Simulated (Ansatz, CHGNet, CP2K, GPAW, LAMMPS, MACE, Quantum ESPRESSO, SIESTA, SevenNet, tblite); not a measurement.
## Glassy 54P2O5-23K2O-23MgO (mol %) (64 atoms): runs against a plane-wave reference

Density of this cell: 2.49 g/cm³. The cell holds 64 atoms: 14 P, 6 K, 3 Mg and 41 O. Its edges and angles: a = 9.764 Å, b = 9.764 Å, c = 9.764 Å, α = 90.0°, β = 90.0°, γ = 90.0°. 64 atoms (14 P, 6 K, 3 Mg, 41 O) placed at random at 2.49 g/cm³, melted at 4000 K for 10 ps at fixed volume with the Morse and Coulomb pair potential with partial charges (Pedone, Malavasi, Menziani, Cormack and Segre, J. Phys. Chem. B 110, 11780 (2006)). Quenched from 4000 K to 300 K at 6 K/ps and fixed volume, held 10 ps at zero pressure, then minimised at fixed cell.

Geometry: as built.

The reference, a calculation:

| Quantity | Value |
| --- | --- |
| method | Kohn-Sham DFT, PBE, PAW, plane waves (Ansatz 0.2.0); cutoff 420 eV, Γ point, fermi-dirac smearing of 0.05 eV; PAW set soft_2 |
| r.m.s. force component | 1.273 eV/Å |
| longest force | 6.469 eV/Å |
| pressure | 3.679 GPa |
| gap (highest filled to lowest empty level) | 3.537 eV |
| SCF cycles | 9 |
| time | 13 s on 4 threads of AMD EPYC 7R13 (Zen 3), shared host |
| CPU time | 43 s |

Q: Estimate the differences from the reference, the CPU time and the memory of each run.
- SIESTA PBE, DZP, shift 0.01 Ry, mesh 500 Ry (SIESTA 5.4.2; 2 MPI ranks)
- QE PBE, sssp-1.3.0-efficiency, 60/480 Ry, cg (Quantum ESPRESSO 7.5; 4 MPI ranks)
- tblite GFN1-xTB (tblite 0.8.0; 1 thread)
- CP2K PBE, DZVP-MOLOPT-SR, 1200/50 Ry, OT DIIS (CP2K 2026.2; 2 threads)
- QE PBE, sssp-1.3.0-efficiency, 60/480 Ry (Quantum ESPRESSO 7.5; 2 MPI ranks)
- GPAW PBE, LCAO dzp, h 0.25 Å (GPAW 26.7.0; 1 thread)
- GPAW PBE, LCAO dzp, h 0.18 Å (GPAW 26.7.0; 1 thread)
- CP2K PBE, DZVP-MOLOPT-SR, 1200/50 Ry, TRS4 filter 1e-04, SCF 1e-05 (CP2K 2026.2; 2 threads)
- CP2K PBE, DZVP-MOLOPT-SR, 420/50 Ry, OT DIIS (CP2K 2026.2; 2 threads)
- GPAW PBE, LCAO dzp, h 0.18 Å, other mixer settings (GPAW 26.7.0; 1 thread)

Differences are against the plane-wave reference, forces as r.m.s. over components; share is that over the reference's r.m.s. force, slope the least-squares factor from reference forces to these. Total energies of different programs have different zeros and aren't compared.

```csv
run,"Δ force, r.m.s. (meV/Å)",share (%),slope,Δ pressure (GPa),Δ gap (eV),cores,CPU time,memory (GiB)
reference,-,-,-,-,-,4,43 s,1.2
"SIESTA PBE, DZP, shift 0.01 Ry, mesh 500 Ry",358,28.1,1.152,2.27,-0.395,2,6.2 min,1.9
"QE PBE, sssp-1.3.0-efficiency, 60/480 Ry, cg",100,7.86,1.000,0.520,0.0041,4,55 min,2.7
tblite GFN1-xTB,1303,102,1.067,2.35,-,1,4.8 s,0.11
"CP2K PBE, DZVP-MOLOPT-SR, 1200/50 Ry, OT DIIS",159,12.5,1.093,1.08,-0.231,2,17 min,3.7
"QE PBE, sssp-1.3.0-efficiency, 60/480 Ry",100,7.86,1.000,0.513,0.0039,2,12 min,2.6
"GPAW PBE, LCAO dzp, h 0.25 Å (coarse)",635,49.9,1.169,-,-0.341,1,1.8 min,0.63
"GPAW PBE, LCAO dzp, h 0.18 Å",591,46.4,1.165,-,-0.329,1,4.4 min,1.4
"CP2K PBE, DZVP-MOLOPT-SR, 1200/50 Ry, TRS4 filter 1e-04, SCF 1e-05 (coarse)",367,28.8,1.201,2.10,-,2,3.8 min,3.6
"CP2K PBE, DZVP-MOLOPT-SR, 420/50 Ry, OT DIIS (coarse)",434,34.1,1.097,1.17,-0.238,2,8.2 min,0.95
"GPAW PBE, LCAO dzp, h 0.18 Å, other mixer settings",592,46.5,1.166,-,-0.330,1,5.7 min,1.3
```

Rows marked coarse were listed beforehand as settings not expected to be converged; some can still land near the reference.

CPU time is summed over cores on a shared host, where runs went side by side, so it is rough. Symmetry, cutoffs, thresholds, outputs and thread counts weren't matched or tuned between programs; memory under MPI is the largest rank's times the ranks.

PBE on plane waves or a grid with other potentials, cutoffs or grids, coarse settings apart, differs from the reference by 7.9 % in each run of the r.m.s. force; potentials, valence shells or grid differ, and the table alone doesn't part them (QE's 60 Ry are 816 eV, against the reference's 420 eV). The PBE runs in local orbitals, coarse settings apart, differ by 12 % (CP2K PBE, DZVP-MOLOPT-SR, 1200/50 Ry, OT DIIS) to 47 % (GPAW PBE, LCAO dzp, h 0.18 Å, other mixer settings); basis, grid and potentials can all enter. Tight binding differs by 102 % (tblite GFN1-xTB); it is another model, with fitted parameters of its own, and the xTB methods hold dispersion. Runs with settings chosen to be coarse differ by 29 % (CP2K PBE, DZVP-MOLOPT-SR, 1200/50 Ry, TRS4 filter 1e-04, SCF 1e-05) to 50 % (GPAW PBE, LCAO dzp, h 0.25 Å), their programs' other errors included. Periodic xTB results under one method name differ between programs and library versions. The network of bonds at the start is that of the classical potential that made the cell, and needn't be the one that DFT or experiment would give. The electronic-structure runs sample only Γ, in a cell whose shortest periodic width is 10 Å.

[Logs are printed without paths, hosts, clocks, repeated set-up lines and the standing remarks that a program may print on its own settings, such as how far it seeks lower states.]

[Hosts, paths, dates, database ids (printed as entryN), source tags and the programs' standing remarks are cut or masked in the printed files.]
